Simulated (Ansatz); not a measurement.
**Electron scattering at the Σ3 (111) boundary in bcc Mo, starting shift (0.33, 0)**

Wanted: what the Σ3 (111) boundary in bcc Mo, starting shift (0.33, 0) costs an interconnect.

Main program and level: Ansatz 0.2.0; Ansatz plane-wave DFT, PBE, PAW files; relaxation of a bicrystal slab with its lowest layers held; PAW set soft_1, in the first sound run; inputs show where later runs differ.

Most raw output is cut from this account.

## (1) The starting structure

The cell holds 21 atoms: 21 Mo. Cell: a = 4.451 Å, b = 4.451 Å, c = 30.078 Å, α = 90.0°, β = 90.0°, γ = 120.0°. It derives from Mo. built on the (1 1 1) plane; 2 overlapping atoms removed and the grains opened by 0 Å. Vacuum lies along c.

## (2) Relaxing the bicrystal

The boundary is built by mirroring the lower grain in the boundary plane and removing any atoms that overlap. A thin bicrystal slab is relaxed first, with the lowest layers held and the upper grain free to shift and open.

Contents of input.yaml:

```yaml
crystal:
  lattice:
    - [4.4505300808, 0.0, 0.0]
    - [-2.2252650404, 3.8542721103, 0.0]
    - [0.0, 0.0, 30.0776736206]
  atoms:
    - { symbol: Mo, position: [0.0, 0.0, 0.1662362609] }
    - { symbol: Mo, position: [0.3333333333, 0.6666666667, 0.1964400812] }
    - { symbol: Mo, position: [0.6666666667, 0.3333333333, 0.2266439015] }
    - { symbol: Mo, position: [0.0, 0.0, 0.2568477218] }
    - { symbol: Mo, position: [0.3333333333, 0.6666666667, 0.2870515421] }
    - { symbol: Mo, position: [0.6666666667, 0.3333333333, 0.3172553623] }
    - { symbol: Mo, position: [0.0, 0.0, 0.3474591826] }
    - { symbol: Mo, position: [0.3333333333, 0.6666666667, 0.3776630029] }
    - { symbol: Mo, position: [0.6666666667, 0.3333333333, 0.4078668232] }
    - { symbol: Mo, position: [0.0, 0.0, 0.4380706435] }
    - { symbol: Mo, position: [0.6633333333, 0.6666666667, 0.498478284] }
    - { symbol: Mo, position: [0.33, 0.0, 0.5286821043] }
    - { symbol: Mo, position: [0.9966666667, 0.3333333333, 0.5588859246] }
    - { symbol: Mo, position: [0.6633333333, 0.6666666667, 0.5890897449] }
    - { symbol: Mo, position: [0.33, 0.0, 0.6192935652] }
    - { symbol: Mo, position: [0.9966666667, 0.3333333333, 0.6494973855] }
    - { symbol: Mo, position: [0.6633333333, 0.6666666667, 0.6797012058] }
    - { symbol: Mo, position: [0.33, 0.0, 0.709905026] }
    - { symbol: Mo, position: [0.9966666667, 0.3333333333, 0.7401088463] }
    - { symbol: Mo, position: [0.6633333333, 0.6666666667, 0.7703126666] }
    - { symbol: Mo, position: [0.33, 0.0, 0.8005164869] }
kpoints:
  mp_grid: { grid: [6, 6, 1] }
hamiltonian:
  xc: pbe
  pseudopotentials: { kind: paw, azcp: { folder: soft_1 } }
scf:
  occupations: { method: fermi_dirac, width: 0.1 }
relax:
  f_tol: 0.03
  max_steps: 80
  constraints: [{ sites: [0, 1, 2, 3] }]
```

Launch:

```
ansatz run input.yaml --threads 4 --pin off --max-ram 15360MiB --backend cpu --events-out ev --progress --plain --runs-dir out
```

The job ended after 18 min (4 threads of Arm Neoverse V1, shared host; peak memory 2.6 GiB).

The steps of the relaxation:

```tsv
step	energy less that of the first step (eV)	largest force component (eV/Å)
1	0.0000	1.9157
2	-0.6591	0.8781
3	-1.0393	0.8011
4	-1.1634	0.4751
5	-1.2917	0.2342
6	-1.4167	0.3812
7	-1.5804	0.5159
8	-1.7516	0.5145
9	-1.8484	0.3267
10	-1.9370	0.2072
11	-1.9850	0.0750
12	-2.0053	0.0923
13	-2.0119	0.0814
14	-2.0171	0.0811
15	-2.0000	0.3574
16	-2.0197	0.0336
17	-2.0198	0.0480
18	-2.0203	0.0100
```

Relaxation step 15 was tried and not accepted.

The atoms that moved most (Å):

```tsv
atom	dx	dy	dz	length
Mo11	-1.418	-0.023	-0.703	1.583
Mo21	-1.372	-0.043	-0.735	1.557
Mo13	-1.375	-0.041	-0.595	1.499
Mo20	-1.372	-0.043	-0.562	1.484
Mo14	-1.372	-0.043	-0.549	1.479
Mo15	-1.375	-0.041	-0.519	1.470
Mo16	-1.371	-0.043	-0.525	1.469
Mo18	-1.372	-0.043	-0.494	1.459
```

Final coordinates:

```cif
data_structure
_symmetry_space_group_name_H-M 'P 1'
_symmetry_Int_Tables_number 1
_cell_length_a 4.4505
_cell_length_b 4.4505
_cell_length_c 30.0777
_cell_angle_alpha 90.000
_cell_angle_beta 90.000
_cell_angle_gamma 120.000
_cell_volume 515.94
loop_
_atom_site_label
_atom_site_type_symbol
_atom_site_fract_x
_atom_site_fract_y
_atom_site_fract_z
_atom_site_occupancy
Mo1 Mo 0.00000 0.00000 0.16624 1
Mo2 Mo 0.33333 0.66667 0.19644 1
Mo3 Mo 0.66667 0.33333 0.22664 1
Mo4 Mo 0.00000 0.00000 0.25685 1
Mo5 Mo 0.33338 0.66651 0.28726 1
Mo6 Mo 0.66666 0.33322 0.31792 1
Mo7 Mo 0.00057 0.99944 0.34828 1
Mo8 Mo 0.33360 0.66625 0.37902 1
Mo9 Mo 0.66755 0.33259 0.41115 1
Mo10 Mo 0.00071 0.99918 0.43417 1
Mo11 Mo 0.34169 0.66070 0.47509 1
Mo12 Mo 0.01577 0.98931 0.51593 1
Mo13 Mo 0.68234 0.32274 0.53909 1
Mo14 Mo 0.34950 0.65563 0.57084 1
Mo15 Mo 0.01571 0.98926 0.60204 1
Mo16 Mo 0.68299 0.32218 0.63203 1
Mo17 Mo 0.34951 0.65557 0.66332 1
Mo18 Mo 0.01620 0.98890 0.69349 1
Mo19 Mo 0.68274 0.32227 0.72725 1
Mo20 Mo 0.34942 0.65557 0.75162 1
Mo21 Mo 0.01623 0.98885 0.77609 1
```

This step gave:

```
free energy             : -104068.5955 eV
energy at zero smearing : -104068.3058 eV
Fermi energy            : 11.97 eV
```

The largest force component on a free atom ends at 0.010 eV/Å, under the tolerance of 0.03, after 18 steps.

## (3) Transmission across the boundary

Bulk layers of each grain are laid under and over the relaxed boundary, and a lead is named in the middle of each, away from the free faces. The mesh across the current, 16×16, is finer than the density's, because channels open and close sharply across the zone. Energies from -0.1 to 0.1 eV in steps of 0.05 eV are too few for the program's thermal sum, so it prints no conductance; for a metal the transmission near the Fermi level serves, at a fraction of the cost.

This step: Ansatz plane-wave DFT, PBE, PAW files; ballistic transport by layer matching (Landauer), zero bias; boundary relaxed in a short slab, bulk layers laid on; PAW set soft_1 (Ansatz 0.2.0).

System of this step: Σ3 (111) boundary in bcc Mo, starting shift (0.33, 0). The cell holds 47 atoms: 47 Mo. Its edges and angles: a = 4.451 Å, b = 4.451 Å, c = 50.172 Å, α = 90.0°, β = 90.0°, γ = 120.0°. It derives from Mo. Regions: lower grain, 19 atoms (19 Mo); boundary, 13 atoms (13 Mo); upper grain, 15 atoms (15 Mo). Vacuum lies along c.

Contents of input.yaml:

```yaml
crystal:
  lattice:
    - [4.4505300808, 0.0, 0.0]
    - [-2.2252650404, 3.8542721103, 0.0]
    - [0.0, 0.0, 50.1721810943]
  atoms:
    - { symbol: Mo, position: [-8.3333333333, -16.6666666667, 0.0797254557] }
    - { symbol: Mo, position: [-8.0, -16.0, 0.0978323155] }
    - { symbol: Mo, position: [-7.6666666667, -15.3333333333, 0.1159391753] }
    - { symbol: Mo, position: [-7.3333333333, -14.6666666667, 0.1340460351] }
    - { symbol: Mo, position: [-7.0, -14.0, 0.1521528948] }
    - { symbol: Mo, position: [-6.6666666667, -13.3333333333, 0.1702597546] }
    - { symbol: Mo, position: [-6.3333333333, -12.6666666667, 0.1883666144] }
    - { symbol: Mo, position: [-6.0, -12.0, 0.2064734742] }
[... 35 atom lines left out ...]
    - { symbol: Mo, position: [-6.3170113245, -12.6778236898, 0.8659539649] }
    - { symbol: Mo, position: [-6.6503446578, -13.3444903564, 0.8840608247] }
    - { symbol: Mo, position: [-6.9836779912, -14.0111570231, 0.9021676845] }
    - { symbol: Mo, position: [-7.3170113245, -14.6778236898, 0.9202745443] }
kpoints:
  mp_grid: { grid: [7, 7, 1] }
hamiltonian:
  xc: pbe
  pseudopotentials: { kind: paw, azcp: { folder: soft_1 } }
scf:
  occupations: { method: fermi_dirac, width: 0.1 }
output:
  transmission:
    leads: [[10, 11], [38, 39]]
    kmesh: [16, 16]
    e_range: [-0.1, 0.1]
    de: 0.05
  write_potential: true
  write_density: true
  volumetric_format: npy
  elf: true
```

Elapsed: 28 min, on 4 threads; peak memory 12 GiB; 1.8 h of CPU time.

Numbers from this step:

| Quantity | Value |
| --- | --- |
| free energy | -232925.9943 eV |
| energy at zero smearing | -232925.4614 eV |
| Fermi energy | 17.42 eV |
| cell area | 17.15 Å² |
| transmission per spin nearest the Fermi level | 1.342 |
| open channels per spin nearest the Fermi level | 2.680 |
| open channels per spin, upper lead | 2.680 |
| step of the lead's potential | 15.8 meV |
| step of the upper lead's potential | 19.6 meV |

Per spin. The transmission, zone mean by energy, zero at the Fermi level:

```tsv
energy (eV)	transmission, zone mean
-0.1000	1.41
-0.0500	1.43
0.0000	1.34
0.0500	1.32
0.1000	1.37
```

Per spin. Table of open channels, zone mean by energy, zero at the Fermi level:

```tsv
energy (eV)	lead	upper lead
-0.1000	2.73	2.73
-0.0500	2.68	2.68
0.0000	2.68	2.68
0.0500	2.70	2.66
0.1000	2.82	2.77
```

Transmission over k1 and k2. At 0.0000 eV from the Fermi level.

Values, 16 rows by 16 columns:
```
2.40 2.59 2.73 1.50 0.02 0.02 1.49 2.73 2.60 2.43 2.65 1.24 0.00 0.00 1.25 2.64
2.56 2.73 3.27 2.74 0.36 0.06 0.37 2.77 3.30 2.74 2.58 1.24 0.46 0.00 0.46 1.25
1.27 1.50 2.74 2.91 1.08 0.84 0.83 1.06 2.92 2.76 1.50 1.24 0.00 0.00 0.00 0.00
0.00 0.02 0.36 1.07 0.94 0.92 0.92 0.92 0.92 1.07 0.38 0.02 0.00 0.00 0.46 0.00
1.22 0.02 0.06 0.84 0.92 1.07 1.09 1.09 1.07 0.92 0.82 0.06 0.02 1.25 1.24 1.24
2.57 1.49 0.36 0.84 0.93 1.09 1.12 1.12 1.12 1.09 0.92 0.81 0.38 1.51 2.58 2.64
2.42 2.73 2.77 1.06 0.92 1.09 1.12 1.13 1.13 1.12 1.09 0.92 1.08 2.75 2.75 2.42
2.59 2.60 3.30 2.92 0.92 1.07 1.12 1.13 1.13 1.13 1.12 1.07 0.92 2.92 3.30 2.60
2.42 2.42 2.75 2.75 1.08 0.92 1.09 1.12 1.13 1.13 1.12 1.09 0.92 1.06 2.77 2.73
2.57 2.64 2.58 1.51 0.38 0.81 0.92 1.09 1.12 1.12 1.12 1.09 0.93 0.84 0.36 1.49
1.22 1.24 1.24 1.25 0.02 0.06 0.82 0.92 1.07 1.09 1.09 1.07 0.92 0.84 0.06 0.02
0.00 0.00 0.46 0.00 0.00 0.02 0.38 1.07 0.92 0.92 0.92 0.92 0.94 1.07 0.36 0.02
1.27 0.00 0.00 0.00 0.00 1.24 1.50 2.76 2.92 1.06 0.83 0.84 1.08 2.91 2.74 1.50
2.56 1.25 0.46 0.00 0.46 1.24 2.58 2.74 3.30 2.77 0.37 0.06 0.36 2.74 3.27 2.73
2.40 2.64 1.25 0.00 0.00 1.24 2.65 2.43 2.60 2.73 1.49 0.02 0.02 1.50 2.73 2.59
2.58 2.40 2.57 1.28 0.00 1.22 2.57 2.42 2.60 2.42 2.57 1.22 0.00 1.28 2.57 2.40
```
Columns: k1 (b1) from -0.5 to 0.438; rows upwards: k2 (b2) from -0.5 to 0.438.

Open channels over k1 and k2. At 0.0000 eV from the Fermi level.

Ten even steps from '0' (0.00) to '9' (6.00):
```
6685115866650056
6898515898651015
3588533588530000
0155533355510010
3113333333311355
6553333333335566
6885333333335886
6698533333335896
6688533333333588
6665533333333355
3553113333333311
0010015553335551
3000035885335885
6510156898515898
6650056668511586
6663036666630366
```
Columns: k1 (b1) from -0.5 to 0.438; rows upwards: k2 (b2) from -0.5 to 0.438.

Valence density in the ca plane at fractional y = 0.000, with atoms of Mo within 0.2 Å of it. It is the smooth field of the valence electrons, not physical close to the nuclei.

Values in e/Å³, 7 rows by 16 columns, each cell a mean:
```
3.8 0.7 1.8 3.2 0.4 3.0 1.9 0.7 3.8 0.9 1.5 3.4 0.3 0.0 0.0 0.0
0.5 0.3 0.4 0.5 0.3 0.4 0.4 0.3 0.5 0.3 0.3 0.5 0.2 0.0 0.0 0.0
0.3 0.3 0.3 0.3 0.3 0.3 0.3 0.3 0.3 0.3 0.3 0.3 0.2 0.0 0.0 0.0
0.3 0.3 0.3 0.3 0.3 0.3 0.3 0.3 0.3 0.3 0.3 0.3 0.2 0.0 0.0 0.0
0.3 0.3 0.3 0.3 0.3 0.3 0.3 0.3 0.3 0.3 0.3 0.3 0.1 0.0 0.0 0.0
2.0 0.4 0.9 1.6 0.3 1.6 1.0 0.4 1.9 0.5 0.8 1.8 0.2 0.0 0.0 0.0
6.2 1.1 3.0 5.1 0.6 4.9 3.2 1.1 6.0 1.5 2.5 5.5 0.4 0.0 0.0 0.0
```
Columns run along c (16.0 Å, from fractional 0.68 to 1.00 of the cell), rows up along a (4.5 Å). Atoms in or near the plane, at fractional coordinates: Mo at (0.68, 0.02), Mo at (0.74, 0.02), Mo at (0.79, 0.02), Mo at (0.85, 0.02), Mo at (0.90, 0.02).

Electrostatic potential energy in the ca plane at fractional y = 0.000, with atoms of Mo within 0.2 Å of it. With pseudopotentials it is smooth inside the atoms' cores, unlike the true potential.

Ten even steps from '0' (-56 eV) to '9' (21 eV), each cell a mean:
```
10268862014897310379851015897300379999999999
54689986457998754689985457998645789999999999
88899998889999988899998889999888999999999999
99999999999999999999999999999999999999999999
99999999999999999999999999999999999999999999
99998999999999999998999999899999999999999999
99999999999999999999999999999999999999999999
99999999999999999999999999999999999999999999
88899998889999988899998889999888999999999999
54589985457998644689975457998644689999999999
10268862014897300279851015897300379999999999
00158851003787200168840004886100269999999999
```
Columns run along c (16.0 Å, from fractional 0.68 to 1.00 of the cell; values clipped at the 3rd and 97th percentile), rows up along a (4.5 Å). Atoms in or near the plane, at fractional coordinates: Mo at (0.68, 0.02), Mo at (0.74, 0.02), Mo at (0.79, 0.02), Mo at (0.85, 0.02), Mo at (0.90, 0.02).

ELF in the ca plane at fractional y = 0.000, with atoms of Mo within 0.2 Å of it. It is the smooth field of the valence electrons, not physical close to the nuclei.

Values, 7 rows by 16 columns, each cell a mean:
```
0.63 0.34 0.43 0.57 0.29 0.55 0.45 0.32 0.62 0.36 0.41 0.60 0.27 0.32 0.10 0.01
0.30 0.38 0.32 0.30 0.41 0.30 0.32 0.39 0.30 0.36 0.32 0.32 0.35 0.23 0.06 0.00
0.38 0.32 0.37 0.36 0.33 0.39 0.33 0.35 0.38 0.32 0.34 0.37 0.20 0.09 0.03 0.00
0.35 0.29 0.34 0.32 0.30 0.35 0.29 0.31 0.35 0.28 0.31 0.33 0.16 0.07 0.03 0.00
0.34 0.39 0.37 0.34 0.41 0.36 0.36 0.40 0.34 0.37 0.36 0.36 0.31 0.16 0.05 0.00
0.48 0.33 0.34 0.43 0.32 0.41 0.36 0.32 0.48 0.33 0.33 0.46 0.30 0.31 0.09 0.01
0.61 0.40 0.53 0.59 0.31 0.59 0.55 0.38 0.61 0.44 0.50 0.61 0.28 0.32 0.12 0.01
```
Columns run along c (16.0 Å, from fractional 0.68 to 1.00 of the cell), rows up along a (4.5 Å). Atoms in or near the plane, at fractional coordinates: Mo at (0.68, 0.02), Mo at (0.74, 0.02), Mo at (0.79, 0.02), Mo at (0.85, 0.02), Mo at (0.90, 0.02).

Over the solved energies the transmission per spin lies between 1.32 and 1.43, out of 2.72 channels of the lead on average (up to 2.82).

## (4) Specific resistance

This step: Ansatz plane-wave DFT, PBE, PAW files; ballistic transport by layer matching (Landauer), zero bias; specific resistance of the boundary; PAW set soft_1 (Ansatz 0.2.0).

Numbers from this step:

* area resistance: 0.7939 fΩ m²
* T over the leads' mean channel count: 0.5069

Averaged over the energies near the Fermi level, 50.7 % of the channels pass, which makes 0.794 fΩ m².

By hand, with T and the leads' channels N averaged over the energies near the Fermi level: RA = A (h/2e²)(1/T − ½[1/N₁ + 1/N₂]) = 17.15×10⁻²⁰ m² × 12 906 Ω × (1/1.375 − ½[1/2.722 + 1/2.703]) = 0.794 fΩ m².

## (5) Single-crystal slab for reference

The free faces cost energy too. A single-crystal slab with the same faces and held layers is relaxed, so that they cancel.

This step: Ansatz plane-wave DFT, PBE, PAW files; relaxation of a single-crystal slab with its lowest layers held; PAW set soft_1 (Ansatz 0.2.0).

System of this step: Mo slab, plane (1, 1, 1). The cell holds 22 atoms: 22 Mo. Its edges and angles: a = 4.451 Å, b = 4.451 Å, c = 30.078 Å, α = 90.0°, β = 90.0°, γ = 120.0°. It derives from Mo. Vacuum lies along c.

Contents of input.yaml:

```yaml
crystal:
  lattice:
    - [4.4505300808, 0.0, 0.0]
    - [-2.2252650404, 3.8542721103, 0.0]
    - [0.0, 0.0, 30.0776736206]
  atoms:
    - { symbol: Mo, position: [0.0, 0.0, 0.1662362609] }
    - { symbol: Mo, position: [0.3333333333, 0.6666666667, 0.1964400812] }
    - { symbol: Mo, position: [0.6666666667, 0.3333333333, 0.2266439015] }
    - { symbol: Mo, position: [0.0, 0.0, 0.2568477218] }
    - { symbol: Mo, position: [0.3333333333, 0.6666666667, 0.2870515421] }
    - { symbol: Mo, position: [0.6666666667, 0.3333333333, 0.3172553623] }
    - { symbol: Mo, position: [0.0, 0.0, 0.3474591826] }
    - { symbol: Mo, position: [0.3333333333, 0.6666666667, 0.3776630029] }
    - { symbol: Mo, position: [0.6666666667, 0.3333333333, 0.4078668232] }
    - { symbol: Mo, position: [0.0, 0.0, 0.4380706435] }
    - { symbol: Mo, position: [0.3333333333, 0.6666666667, 0.4682744638] }
    - { symbol: Mo, position: [0.6666666667, 0.3333333333, 0.498478284] }
    - { symbol: Mo, position: [0.0, 0.0, 0.5286821043] }
    - { symbol: Mo, position: [0.3333333333, 0.6666666667, 0.5588859246] }
    - { symbol: Mo, position: [0.6666666667, 0.3333333333, 0.5890897449] }
    - { symbol: Mo, position: [0.0, 0.0, 0.6192935652] }
    - { symbol: Mo, position: [0.3333333333, 0.6666666667, 0.6494973855] }
    - { symbol: Mo, position: [0.6666666667, 0.3333333333, 0.6797012058] }
    - { symbol: Mo, position: [0.0, 0.0, 0.709905026] }
    - { symbol: Mo, position: [0.3333333333, 0.6666666667, 0.7401088463] }
    - { symbol: Mo, position: [0.6666666667, 0.3333333333, 0.7703126666] }
    - { symbol: Mo, position: [0.0, 0.0, 0.8005164869] }
kpoints:
  mp_grid: { grid: [6, 6, 1] }
hamiltonian:
  xc: pbe
  pseudopotentials: { kind: paw, azcp: { folder: soft_1 } }
scf:
  occupations: { method: fermi_dirac, width: 0.1 }
relax:
  f_tol: 0.03
  max_steps: 80
  constraints: [{ sites: [0, 1, 2, 3] }]
```

The job ended after 2.2 min (4 threads; peak memory 2 GiB; 8.6 min of CPU time).

Step by step:

```tsv
step	energy less that of the first step (eV)	largest force component (eV/Å)
1	0.0000	1.9644
2	-0.3083	0.5130
3	-0.3449	0.2514
4	-0.3410	0.2658
5	-0.3499	0.0596
6	-0.3503	0.0225
```

Relaxation step 4 was tried and not accepted.

The atoms that moved most (Å):

```tsv
atom	dx	dy	dz	length
Mo20	0.000	0.000	0.250	0.250
Mo18	0.000	0.000	0.145	0.145
Mo19	0.000	0.000	0.139	0.139
Mo17	0.000	0.000	0.112	0.112
Mo22	0.000	0.000	-0.110	0.110
Mo16	0.000	0.000	0.101	0.101
Mo15	0.000	0.000	0.084	0.084
Mo13	0.000	0.000	0.083	0.083
```

The relaxed structure:

```cif
data_structure
_symmetry_space_group_name_H-M 'P 1'
_symmetry_Int_Tables_number 1
_cell_length_a 4.4505
_cell_length_b 4.4505
_cell_length_c 30.0777
_cell_angle_alpha 90.000
_cell_angle_beta 90.000
_cell_angle_gamma 120.000
_cell_volume 515.94
loop_
_atom_site_label
_atom_site_type_symbol
_atom_site_fract_x
_atom_site_fract_y
_atom_site_fract_z
_atom_site_occupancy
Mo1 Mo 0.00000 0.00000 0.16624 1
Mo2 Mo 0.33333 0.66667 0.19644 1
Mo3 Mo 0.66667 0.33333 0.22664 1
Mo4 Mo 0.00000 0.00000 0.25685 1
Mo5 Mo 0.33333 0.66667 0.28703 1
Mo6 Mo 0.66667 0.33333 0.31763 1
Mo7 Mo 0.00000 0.00000 0.34835 1
Mo8 Mo 0.33333 0.66667 0.37884 1
Mo9 Mo 0.66667 0.33333 0.40939 1
Mo10 Mo 0.00000 0.00000 0.43965 1
Mo11 Mo 0.33333 0.66667 0.47042 1
Mo12 Mo 0.66667 0.33333 0.50082 1
Mo13 Mo 0.00000 0.00000 0.53145 1
Mo14 Mo 0.33333 0.66667 0.56160 1
Mo15 Mo 0.66667 0.33333 0.59189 1
Mo16 Mo 0.00000 0.00000 0.62264 1
Mo17 Mo 0.33333 0.66667 0.65322 1
Mo18 Mo 0.66667 0.33333 0.68454 1
Mo19 Mo 0.00000 0.00000 0.71452 1
Mo20 Mo 0.33333 0.66667 0.74841 1
Mo21 Mo 0.66667 0.33333 0.77256 1
Mo22 Mo 0.00000 0.00000 0.79685 1
```

This step gave:

```yaml
free_energy: -109026.6753 eV
energy_at_zero_smearing: -109026.3962 eV
fermi_energy: 12.78 eV
```

The largest force component on a free atom ends at 0.023 eV/Å, under the tolerance of 0.03, after 6 steps.

## (6) Bulk reference

The perfect crystal gives the energy per atom, for the atoms by which bicrystal and slab differ.

This step: Ansatz plane-wave DFT, PBE, PAW files; bulk reference; PAW set soft_1 (Ansatz 0.2.0).

System of this step: Mo. Symmetry: Im-3m, No. 229, cubic system. The conventional cell has a = 3.147 Å, b = 3.147 Å, c = 3.147 Å, α = 90.00°, β = 90.00°, γ = 90.00°. Nearest to Mo lie 8 Mo at 2.73 Å.

input.yaml, the sections that differ from step 5:

```yaml
crystal:
  lattice:
    - [-1.5735, 1.5735, 1.5735]
    - [1.5735, -1.5735, 1.5735]
    - [1.5735, 1.5735, -1.5735]
  atoms:
    - { symbol: Mo, position: [0.0, 0.0, 0.0] }
kpoints:
  mp_grid: { grid: [19, 19, 19] }
# hamiltonian, scf: as in step 5
# relax: removed
```

The job ended after 0.67 s (4 threads; peak memory 0.28 GiB).

This step gave:

```yaml
free_energy: -4956.0648 eV
energy_at_zero_smearing: -4956.0543 eV
fermi_energy: 21.16 eV
```

## (7) Boundary energy

This step: Ansatz plane-wave DFT, PBE, PAW files; bicrystal less single-crystal slab less bulk atoms, a boundary area; PAW set soft_1 (Ansatz 0.2.0).

This step gave:

| Quantity | Value |
| --- | --- |
| excess energy of the cell | 2.036 eV |
| boundary energy | 1.902 J/m² |

The boundary costs 1.9 J/m².

By hand: 2.04 eV / 17.15 Å² × 16.02 = 1.90 J/m².

## (8) What came out

```json
{
  "specific resistance of the boundary": "0.794 fΩ m²",
  "share of channels that pass": "0.507",
  "boundary energy": "1.90 J/m²"
}
```

**Reading.** The boundary has a specific resistance of 0.79 fΩ m² and an energy of 1.9 J/m². The boundary reflects 49 % of the channels; 0.79 fΩ m² is 7.9×10⁻¹² Ω·cm². That equals the resistance of 14 nm of bulk Mo at 300 K (measured 5.52 µΩ cm, CRC Handbook of Chemistry and Physics, 84th ed., 2003, Electrical Resistivity of Pure Metals). In the relaxation the upper grain slid sideways by about 1.4 Å, so the result belongs to the position that it found, not to the starting one. One starting structure was relaxed; another shift or atom count at the boundary may lie lower.

[Logs are printed without paths, hosts, clocks, repeated set-up lines and the standing remarks that a program may print on its own settings, such as how far it seeks lower states.]

[Hosts, paths, dates, database ids (printed as entryN), source tags and the programs' standing remarks are cut or masked in the printed files.]
